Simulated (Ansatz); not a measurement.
## K2H4Ru, from a guessed structure to a relaxed one

Starting from a made-up structure for K2H4Ru, the aim is the relaxed cell, its shortest contacts and, where a second run follows, its electronic structure.

Program: Ansatz 0.2.0. Level of theory: DFT, PBE, plane-wave PAW, files of the set soft_1, scalar-relativistic, no spin, cell and ions relaxed at zero pressure; PAW set soft_1, in the first sound run; inputs show where later runs differ. Results are calculated unless marked as measured.

### 1. Set-up

Symmetry: I4/mmm, No. 139, tetragonal system. The conventional cell has a = 5.669 Å, b = 5.669 Å, c = 7.697 Å, α = 90.00°, β = 90.00°, γ = 90.00°. Nearest to Ru lie 4 H at 1.65 Å. Nearest to K lie 8 H at 2.80 Å. Nearest to H lie 1 Ru at 1.65 Å and 2 H at 2.33 Å and 4 K at 2.80 Å. Farther neighbours are not listed.

### 2. Relaxing cell and atoms

The guessed cell has no reason to be at equilibrium. It is relaxed with the atoms, within the space group of the guess.

File input.yaml:

```yaml
crystal:
  lattice:
    - [-2.8345, 2.8345, 3.8485]
    - [2.8345, -2.8345, 3.8485]
    - [2.8345, 2.8345, -3.8485]
  atoms:
    - { symbol: Ru, position: [0.0, 0.0, 0.0] }
    - { symbol: K, position: [0.75, 0.25, 0.5] }
    - { symbol: K, position: [0.25, 0.75, 0.5] }
    - { symbol: H, position: [0.7947, 0.7947, 0.5894] }
    - { symbol: H, position: [0.7947, 0.2053, 0.0] }
    - { symbol: H, position: [0.2053, 0.2053, 0.4106] }
    - { symbol: H, position: [0.2053, 0.7947, 0.0] }
kpoints:
  mp_grid: { grid: [7, 7, 7] }
scf:
  occupations: { method: fermi_dirac, width: 0.05 }
hamiltonian:
  xc: pbe
  pseudopotentials: { kind: paw, azcp: { folder: soft_1 } }
relax:
  f_tol: 0.015
  max_steps: 70
  cell: {}
output:
  forces: true
  stress: true
```

The run is started by

```sh
> ansatz run input.yaml --threads 4 --pin off --max-ram 10240MiB --backend cpu --events-out ev --progress --plain --runs-dir out
```

Numbers of over 12 decimals in the logs are rounded to 6 here.

Log:

```text
Engine: ansatz 0.2.0, aarch64-unknown-linux-gnu
Pseudopotentials: kind: paw
Pseudopotential: Ru, paw, valence charge 16, recommended cutoff 420 eV (normal), soft_1/Ru.paw.azcp
Pseudopotential: K, paw, valence charge 9, recommended cutoff 420 eV (normal), soft_1/K.paw.azcp
Pseudopotential: H, paw, valence charge 1, recommended cutoff 420 eV (normal), soft_1/H.paw.azcp
Functional definition: PBE
  parameter kappa = 0.804
  parameter beta = 0.066725
  exchange = pbe_x(kappa = kappa, mu = beta*pi^2/3)
  correlation = pbe_c(beta = beta)
Crystal: 7 atoms, lattice volume = 123.681 Å³
Basis set: ecut = 420 eV, 2413 PW (Γ), exchange–correlation on 80×80×80 points (8 copies of the dense FFT grid, shifted against one another)
Bands: 26, of which v1, the nominal top of the filled ones, is band 19 counted from 1 (18 counted from 0)
Symmetry: 16 space group operations
Space group: I4/mmm (ITA 139), of the structure as read, at distance tolerance 5.0e-5 Å
k-points: 40 of 343
Non-local potential: Ru, projectors of the file, l = 0: 3, l = 1: 2, l = 2: 2, l = 3: 1
Non-local potential: K, projectors of the file, l = 0: 3, l = 1: 2, l = 2: 2
Non-local potential: H, projectors of the file, l = 0: 2, l = 1: 1
PAW form: soft (Blöchl's): semilocal exchange-correlation on the pseudo side does not see the compensation charge
PAW one-centre angular grid: Ru, 590 points (default); XC on 64 Gauss nodes
PAW one-centre angular grid: K, 110 points (default); XC on 64 Gauss nodes
PAW one-centre angular grid: H, 110 points (default); XC on 64 Gauss nodes
Initial density: superposition of atomic densities (chi_scale 0.1, normalization cell, long waves kept (reshape's long-wave potential 0.00 eV rms))
Initial wavefunctions: pseudopotential atomic-orbital guess
Functional: x = pbe(κ = 0.804, μ = 0.219515), c = pbe(β = 0.066725)
SCF iter   1: F=—  HF=-9022.906502 eV  |F-HF|=—  |Δ(HF+E_count)|=         —  Δρ=1.40e-1  dr2=3.80e1  ethr=3.10e-3  ⟨swp⟩=6.6  Hψ=4925  notcnv=0  defer=13
preconditioner: auto → Kerker (q_TF=auto, 2.241 Å⁻¹)  [metal: Δε(μ)=0.003 eV  Ē_g=12.044 eV  σ=0.050 eV  W_gap=0.02  n_scr=18 (ndim 8)  ℏωp=17.0 eV  f_vac=0.004  D(μ)=11.85/eV (n_scr^D=160)]
SCF iter   2: F=—  HF=-9017.669792 eV  |F-HF|=—  |Δ(HF+E_count)|=    5.24e0  Δρ=6.67e-2  dr2=9.07e0  ethr=3.10e-3  ⟨swp⟩=3.1  Hψ=2497  notcnv=0  defer=47
SCF iter   3: F=—  HF=-9015.882020 eV  |F-HF|=—  |Δ(HF+E_count)|=    1.79e0  Δρ=3.64e-2  dr2=1.04e0  ethr=3.10e-3  ⟨swp⟩=3.0  Hψ=2447  notcnv=0  defer=58
SCF iter   4: F=—  HF=-9015.886205 eV  |F-HF|=—  |Δ(HF+E_count)|=   4.19e-3  Δρ=2.43e-2  dr2=5.90e-1  ethr=2.74e-3  ⟨swp⟩=2.0  Hψ=1442  notcnv=0  defer=58
SCF iter   5: F=—  HF=-9015.804582 eV  |F-HF|=—  |Δ(HF+E_count)|=   8.16e-2  Δρ=1.68e-2  dr2=2.72e-1  ethr=1.55e-3  ⟨swp⟩=1.0  Hψ=980  notcnv=0  defer=59
SCF iter   6: F=—  HF=-9015.772989 eV  |F-HF|=—  |Δ(HF+E_count)|=   3.16e-2  Δρ=8.86e-3  dr2=4.22e-2  ethr=7.16e-4  ⟨swp⟩=2.0  Hψ=1155  notcnv=0  defer=61
SCF iter   7: F=—  HF=-9015.772823 eV  |F-HF|=—  |Δ(HF+E_count)|=   1.66e-4  Δρ=2.02e-3  dr2=4.06e-3  ethr=1.11e-4  ⟨swp⟩=2.0  Hψ=1493  notcnv=0  defer=60
SCF iter   8: F=—  HF=-9015.774985 eV  |F-HF|=—  |Δ(HF+E_count)|=   2.16e-3  Δρ=1.58e-3  dr2=2.78e-3  ethr=1.07e-5  ⟨swp⟩=2.0  Hψ=1393  notcnv=0  defer=60
SCF iter   9: F=—  HF=-9015.775397 eV  |F-HF|=—  |Δ(HF+E_count)|=   4.12e-4  Δρ=1.01e-3  dr2=9.52e-4  ethr=7.33e-6  ⟨swp⟩=1.8  Hψ=1057  notcnv=0  defer=60
SCF iter  10: F=—  HF=-9015.775467 eV  |F-HF|=—  |Δ(HF+E_count)|=   7.03e-5  Δρ=1.08e-4  dr2=1.39e-5  ethr=2.50e-6  ⟨swp⟩=2.0  Hψ=1083  notcnv=0  defer=60
SCF iter  11: F=—  HF=-9015.775481 eV  |F-HF|=—  |Δ(HF+E_count)|=   1.43e-5  Δρ=9.10e-5  dr2=5.70e-6  ethr=3.66e-8  ⟨swp⟩=2.0  Hψ=1301  notcnv=0  defer=60
SCF iter  12: F=—  HF=-9015.775483 eV  |F-HF|=—  |Δ(HF+E_count)|=   1.34e-6  Δρ=1.66e-5  dr2=5.46e-7  ethr=1.50e-8  ⟨swp⟩=1.9  Hψ=1038  notcnv=0  defer=60
SCF iter  13: F=-9015.775483 eV  HF=-9015.775483 eV  |F-HF|=9.91e-8  |Δ(HF+E_count)|=   5.04e-7  Δρ=5.43e-6  dr2=7.88e-8  ethr=2.63e-10  ⟨swp⟩=3.0  Hψ=3484  notcnv=0
SCF 1 converged in 13 iterations: F = -9015.775483 eV  dr2 = 7.88e-8
  greatest PAW one-centre occupation: 1.000 electrons in one spin orbital (limit 2), on the Ru atom at site 0 (counted from 0), in its partial waves of l = 0
relax step   1: F+E_penalty+E_count = -9015.77548332 eV  Δ(F+E_penalty+E_count) = +0.000e0 eV  max|allowed force component| = 7.834e-1 eV/Å  Δτ_max = 0.0000 Å  P = +4.943 GPa  Ω = 123.681 Å³  (13 SCF iters, dr2 threshold 1.00e-7 eV, accepted)
Crystal: 7 atoms, lattice volume = 134.839 Å³
Basis set: ecut = 420 eV, 2641 PW (Γ), exchange–correlation on 80×80×80 points (8 copies of the dense FFT grid, shifted against one another)
Initial density: handed on by an earlier stage of this run
Initial wavefunctions: those handed on with the density
iter 1 solved again at ethr=1.25e-3 eV; its pass at ethr=3.10e-3 eV (dr2=4.75e-1 eV) is discarded
SCF iter   1: F=—  HF=-9016.141833 eV  |F-HF|=—  |Δ(HF+E_count)|=         —  Δρ=2.07e-2  dr2=4.77e-1  ethr=1.25e-3  ⟨swp⟩=1.7  Hψ=6406  notcnv=0
preconditioner: auto → LDOS  [metal: Δε(μ)=0.001 eV  Ē_g=11.381 eV  σ=0.050 eV  W_gap=0.01  n_scr=18 (ndim 8)  ℏωp=16.3 eV  f_vac=0.160  D(μ)=22.83/eV (n_scr^D=370)  β→1.0]
SCF iter   2: F=—  HF=-9016.382100 eV  |F-HF|=—  |Δ(HF+E_count)|=   2.40e-1  Δρ=4.34e-2  dr2=1.42e0  ethr=1.25e-3  ⟨swp⟩=2.0  Hψ=2054  notcnv=0  recentre
SCF iter   3: F=—  HF=-9016.073736 eV  |F-HF|=—  |Δ(HF+E_count)|=   3.08e-1  Δρ=7.69e-3  dr2=3.77e-2  ethr=1.25e-3  ⟨swp⟩=2.0  Hψ=2294  notcnv=0  defer=65
SCF iter   4: F=—  HF=-9016.076204 eV  |F-HF|=—  |Δ(HF+E_count)|=   2.47e-3  Δρ=9.52e-3  dr2=6.99e-2  ethr=9.93e-5  ⟨swp⟩=2.0  Hψ=1092  notcnv=0  defer=66
SCF iter   5: F=—  HF=-9016.070225 eV  |F-HF|=—  |Δ(HF+E_count)|=   5.98e-3  Δρ=2.80e-3  dr2=8.20e-3  ethr=9.93e-5  ⟨swp⟩=1.4  Hψ=990  notcnv=0  defer=66
SCF iter   6: F=—  HF=-9016.070382 eV  |F-HF|=—  |Δ(HF+E_count)|=   1.57e-4  Δρ=3.45e-3  dr2=8.73e-3  ethr=2.16e-5  ⟨swp⟩=1.6  Hψ=998  notcnv=0  defer=66
SCF iter   7: F=—  HF=-9016.069837 eV  |F-HF|=—  |Δ(HF+E_count)|=   5.45e-4  Δρ=8.96e-4  dr2=7.50e-4  ethr=2.16e-5  ⟨swp⟩=1.0  Hψ=974  notcnv=0  defer=66
SCF iter   8: F=—  HF=-9016.069898 eV  |F-HF|=—  |Δ(HF+E_count)|=   6.06e-5  Δρ=1.25e-3  dr2=1.22e-3  ethr=1.97e-6  ⟨swp⟩=2.0  Hψ=1092  notcnv=0  defer=66
SCF iter   9: F=—  HF=-9016.069866 eV  |F-HF|=—  |Δ(HF+E_count)|=   3.18e-5  Δρ=9.90e-4  dr2=7.26e-4  ethr=1.97e-6  ⟨swp⟩=1.0  Hψ=974  notcnv=0  defer=66
[...]
Crystal: 7 atoms, lattice volume = 138.146 Å³
Basis set: ecut = 420 eV, 2685 PW (Γ), exchange–correlation on 80×80×80 points (8 copies of the dense FFT grid, shifted against one another)
iter 1 solved again at ethr=3.55e-4 eV; its pass at ethr=3.10e-3 eV (dr2=1.35e-1 eV) is discarded
SCF iter   1: F=—  HF=-9016.104140 eV  |F-HF|=—  |Δ(HF+E_count)|=         —  Δρ=9.45e-3  dr2=1.43e-1  ethr=3.55e-4  ⟨swp⟩=1.2  Hψ=5713  notcnv=0
preconditioner: auto → LDOS  [metal: Δε(μ)=0.006 eV  Ē_g=11.382 eV  σ=0.050 eV  W_gap=0.03  n_scr=18 (ndim 8)  ℏωp=16.1 eV  f_vac=0.158  D(μ)=18.78/eV (n_scr^D=304)  β→1.0]
SCF iter   2: F=—  HF=-9016.248750 eV  |F-HF|=—  |Δ(HF+E_count)|=   1.45e-1  Δρ=5.18e-2  dr2=2.13e0  ethr=3.55e-4  ⟨swp⟩=2.1  Hψ=2048  notcnv=0  recentre
SCF iter   3: F=—  HF=-9016.097275 eV  |F-HF|=—  |Δ(HF+E_count)|=   1.51e-1  Δρ=8.81e-3  dr2=9.96e-2  ethr=3.55e-4  ⟨swp⟩=2.0  Hψ=2101  notcnv=0  defer=18
SCF iter   4: F=—  HF=-9016.087434 eV  |F-HF|=—  |Δ(HF+E_count)|=   9.84e-3  Δρ=2.77e-3  dr2=1.62e-2  ethr=2.62e-4  ⟨swp⟩=1.7  Hψ=1311  notcnv=0  defer=19
SCF iter   5: F=—  HF=-9016.086922 eV  |F-HF|=—  |Δ(HF+E_count)|=   5.12e-4  Δρ=4.91e-3  dr2=1.99e-2  ethr=4.26e-5  ⟨swp⟩=2.0  Hψ=1144  notcnv=0  defer=20
SCF iter   6: F=—  HF=-9016.085332 eV  |F-HF|=—  |Δ(HF+E_count)|=   1.59e-3  Δρ=8.97e-4  dr2=1.21e-3  ethr=4.26e-5  ⟨swp⟩=1.0  Hψ=972  notcnv=0  defer=20
SCF iter   7: F=—  HF=-9016.085349 eV  |F-HF|=—  |Δ(HF+E_count)|=   1.70e-5  Δρ=1.93e-4  dr2=3.83e-5  ethr=3.19e-6  ⟨swp⟩=2.0  Hψ=1205  notcnv=0  defer=20
SCF iter   8: F=—  HF=-9016.085352 eV  |F-HF|=—  |Δ(HF+E_count)|=   2.88e-6  Δρ=8.33e-5  dr2=6.70e-6  ethr=1.01e-7  ⟨swp⟩=2.0  Hψ=1318  notcnv=0  defer=20
SCF iter   9: F=-9016.085357 eV  HF=-9016.085356 eV  |F-HF|=3.13e-7  |Δ(HF+E_count)|=   4.30e-6  Δρ=2.08e-5  dr2=3.63e-7  ethr=1.25e-9  ⟨swp⟩=3.0  Hψ=3922  notcnv=0
SCF 3 converged in 9 iterations: F = -9016.085357 eV  dr2 = 3.63e-7
relax step   3: F+E_penalty+E_count = -9016.08535666 eV  Δ(F+E_penalty+E_count) = -1.555e-2 eV  max|allowed force component| = 4.533e-3 eV/Å  Δτ_max = 0.0352 Å  P = +0.011 GPa  Ω = 138.146 Å³  energy of the carried Pulay correction = -6.776e-3 eV  (9 SCF iters, dr2 threshold 4.76e-7 eV, accepted)
[...]
relax step   4: F+E_penalty+E_count = -9016.08645266 eV  Δ(F+E_penalty+E_count) = -1.096e-3 eV  max|allowed force component| = 2.957e-3 eV/Å  Δτ_max = 0.0092 Å  P = -0.014 GPa  Ω = 138.494 Å³  energy of the carried Pulay correction = -6.930e-3 eV  (9 SCF iters, dr2 threshold 7.75e-8 eV, accepted)
[...]
relax step   5: F+E_penalty+E_count = -9016.10008508 eV  Δ(F+E_penalty+E_count) = -1.363e-2 eV  max|allowed force component| = 4.455e-3 eV/Å  Δτ_max = 0.0000 Å  P = +0.081 GPa  Ω = 138.494 Å³  stress off target by 1.38e-1 GPa  SCF on the basis re-selected at this cell (its energy is not comparable with the rows above)  (8 SCF iters)
[...]
relax step   6: F+E_penalty+E_count = -9016.10015896 eV  Δ(F+E_penalty+E_count) = -7.388e-5 eV  max|allowed force component| = 1.606e-3 eV/Å  Δτ_max = 0.0049 Å  P = -0.014 GPa  Ω = 139.183 Å³  energy of the carried Pulay correction = -3.396e-4 eV  (9 SCF iters, dr2 threshold 4.74e-8 eV, accepted)
iter 1 solved again at ethr=6.30e-8 eV; its pass at ethr=3.10e-3 eV (dr2=2.39e-5 eV) is discarded
SCF iter   1: F=—  HF=-9016.100184 eV  |F-HF|=—  |Δ(HF+E_count)|=         —  Δρ=6.29e-5  dr2=2.01e-7  ethr=6.30e-8  ⟨swp⟩=3.0  Hψ=7822  notcnv=0
preconditioner: auto → LDOS  [metal: Δε(μ)=0.019 eV  Ē_g=11.367 eV  σ=0.050 eV  W_gap=0.09  n_scr=18 (ndim 8)  ℏωp=16.0 eV  f_vac=0.157  D(μ)=21.51/eV (n_scr^D=354)  β→1.0]
SCF iter   2: F=—  HF=-9016.100520 eV  |F-HF|=—  |Δ(HF+E_count)|=   3.37e-4  Δρ=3.73e-5  dr2=1.16e-6  ethr=5.29e-10  ⟨swp⟩=2.0  Hψ=1600  notcnv=0
SCF iter   3: F=—  HF=-9016.100521 eV  |F-HF|=—  |Δ(HF+E_count)|=   7.73e-8  Δρ=4.92e-5  dr2=1.84e-6  ethr=5.29e-10  ⟨swp⟩=2.1  Hψ=1826  notcnv=0
SCF iter   4: F=—  HF=-9016.100520 eV  |F-HF|=—  |Δ(HF+E_count)|=   1.69e-7  Δρ=1.06e-5  dr2=8.58e-8  ethr=5.29e-10  ⟨swp⟩=1.0  Hψ=1040  notcnv=0
SCF iter   5: F=—  HF=-9016.100520 eV  |F-HF|=—  |Δ(HF+E_count)|=   1.66e-8  Δρ=1.85e-6  dr2=2.51e-9  ethr=2.26e-10  ⟨swp⟩=1.0  Hψ=1040  notcnv=0
SCF iter   6: F=—  HF=-9016.100520 eV  |F-HF|=—  |Δ(HF+E_count)|=   1.12e-9  Δρ=3.00e-7  dr2=1.07e-10  ethr=6.60e-12  ⟨swp⟩=1.9  Hψ=1134  notcnv=0
SCF iter   7: F=-9016.100520 eV  HF=-9016.100520 eV  |F-HF|=1.46e-11  |Δ(HF+E_count)|=  1.09e-11  Δρ=1.21e-7  dr2=2.32e-11  ethr=1.00e-12  ⟨swp⟩=4.0  Hψ=3091  notcnv=0
SCF 7 converged in 7 iterations: F = -9016.100520 eV  dr2 = 2.32e-11
relax step   7: F+E_penalty+E_count = -9016.10052041 eV  Δ(F+E_penalty+E_count) = -3.614e-4 eV  max|allowed force component| = 1.594e-3 eV/Å  Δτ_max = 0.0000 Å  P = -0.013 GPa  Ω = 139.183 Å³  stress off target by 1.96e-2 GPa  SCF on the basis re-selected at this cell (its energy is not comparable with the rows above)  (7 SCF iters)
basis re-selected at this cell: Δ(F+E_penalty+E_count) = -3.614e-4 eV, ΔP = +0.001 GPa vs the last step (what re-selecting the basis moved, of the pressure what is left beyond the Pulay correction that the steps carried, after the strain that the cell walked since its last selection, with what the two solves' SCF thresholds leave and, on support functions, any second-order correction that the steps lacked; it is no m [...]
SCF converged after 7 iterations
Free energy (F): -9016.100520 eV
Harris-Foulkes:  -9016.100520 eV  (|F-HF|=1.46e-11)
Internal energy: -9015.931185 eV  (E = F + TS)
E sigma→0 (E₀):  -9016.015853 eV
Entropy (-TS):   -0.169336 eV (-24.191 meV/atom)
Fermi energy:    2.350637 eV
--- Per-component energies (eV) ---
  E_band       = -588.716230
  E_kinetic    = 1020.766831
  E_local      = -4210.581565  (includes V_loc(G=0)·N_el)
  E_nonlocal   = 443.221749
  E_hartree    = 1547.368790
  E_xc         = -473.456031
  E_vxc        = -587.474777  (∫ρ·V_xc dr)
  E_paw        = -5069.113442  (= ΣΔE_a)
  E_vpaw       = -349.382864  (= ΣTr[D̂ρ^β])
  E_aug_tail   = -0.002940  (compensation charges beyond the density's cutoff)
  E_ewald      = -2274.134577
  E_smearing   = -0.169336  (= −TS)
  E_closure    = -0.000000  (closes the sum)
  Σ components = -9016.100520   (vs F -9016.100520, Δ=0.00e0)
--- Forces (eV/Å), atoms counted from 1 ---
  atom   1  Ru    -0.00000000     0.00000000     0.00000000
  atom   2  K      0.00000000     0.00000000     0.00000000
  atom   3  K      0.00000000     0.00000000     0.00000000
  atom   4  H      0.00159449     0.00159449     0.00000000
  atom   5  H     -0.00159449     0.00159449     0.00000000
  atom   6  H     -0.00159449    -0.00159449     0.00000000
  atom   7  H      0.00159449    -0.00159449     0.00000000
  max |Σ_I F_I| component: 4.34e-19 eV/Å
--- Stress (GPa, compression-positive) ---
       -0.009499      -0.000000       0.000000
       -0.000000      -0.009499       0.000000
        0.000000       0.000000      -0.019611
  P = ⅓ Tr σ = -0.0129 GPa (-0.129 kbar)
--- Relaxed structure (5 steps of the walk, 5 accepted, 2 SCFs on fresh bases) ---
  F+E_penalty+E_count = -9016.10052041 eV   max|allowed force component| = 1.594e-3 eV/Å   (the final SCF, on the basis selected at the relaxed cell)
  cell:  # Å, volume = 139.1833 Å³
    - [-3.053904, 3.053904, 3.730924]
    - [3.053904, -3.053904, 3.730924]
    - [3.053904, 3.053904, -3.730924]
  atoms:
    - { symbol: Ru, position: [0, 0, 1.3114357351840543e-19] }
    - { symbol: K, position: [0.750000, 0.250000, 0.500000] }
    - { symbol: K, position: [0.250000, 0.750000, 0.500000] }
    - { symbol: H, position: [0.799251, 0.799251, 0.598502] }
    - { symbol: H, position: [0.799251, 0.200749, 0.0] }
    - { symbol: H, position: [0.200749, 0.200749, 0.401498] }
    - { symbol: H, position: [0.200749, 0.799251, 0.0] }
```

It took 12 s on 4 threads of Arm Neoverse V2, shared host; peak memory 0.5 GiB.

Step by step:

```
step  energy less that of the first step (eV)  largest force component (eV/Å)  pressure (GPa)  volume (Å³)
   1                                   0.0000                          0.7834            4.94       123.68
   2                                  -0.2943                          0.0577            0.22       134.84
   3                                  -0.3099                          0.0045            0.01       138.15
   4                                  -0.3110                          0.0030           -0.01       138.49
  5*                                  -0.3246                          0.0045            0.08       138.49
   6                                  -0.3247                          0.0016           -0.01       139.18
  7*                                  -0.3250                          0.0016           -0.01       139.18
```

Relaxation steps marked * repeat the geometry before them on a plane-wave basis chosen anew for their cell, so energy and pressure can jump there.

Forces are held to the 16 operations that the run works with; a distortion that breaks them can't arise in this run.

```
conventional cell, symmetrised  before  after   change
                         a (Å)   5.669  6.108   +7.7 %
                         b (Å)   5.669  6.108   +7.7 %
                         c (Å)   7.697  7.462   -3.1 %
              volume (Å³/atom)   17.67  19.88  +12.5 %
```

The atoms that moved most (Å, as changes of fractional coordinates times the final cell):

```
atom      dx      dy     dz  length
  H4   0.028   0.028  0.000   0.039
  H6  -0.028  -0.028  0.000   0.039
  H5  -0.028   0.028  0.000   0.039
  H7   0.028  -0.028  0.000   0.039
```

This step gave:

```
free energy             : -9016.1005 eV
energy at zero smearing : -9016.0159 eV
smearing term TS        : 0.1693 eV
Fermi energy            : 2.351 eV
electrons               : 38
symmetry operations     : 16
pressure                : -0.01287 GPa
```

The shortest distance of each pair, which need not be the same contact before and after:

```
pair  guess (Å)  relaxed (Å)
H–Ru      1.646        1.734
 H–H      2.328        2.452
 H–K      2.801        2.885
K–Ru      3.426        3.579
 K–K      3.849        3.731
```

The relaxation ends with a largest force component of 0.0016 eV/Å and a pressure of -0.01 GPa.

(Part 1 of 2 ends here.)

[Logs are printed without paths, hosts, clocks, repeated set-up lines and the standing remarks that a program may print on its own settings, such as how far it seeks lower states.]

[Hosts, paths, dates, database ids (printed as entryN), source tags and the programs' standing remarks are cut or masked in the printed files.]
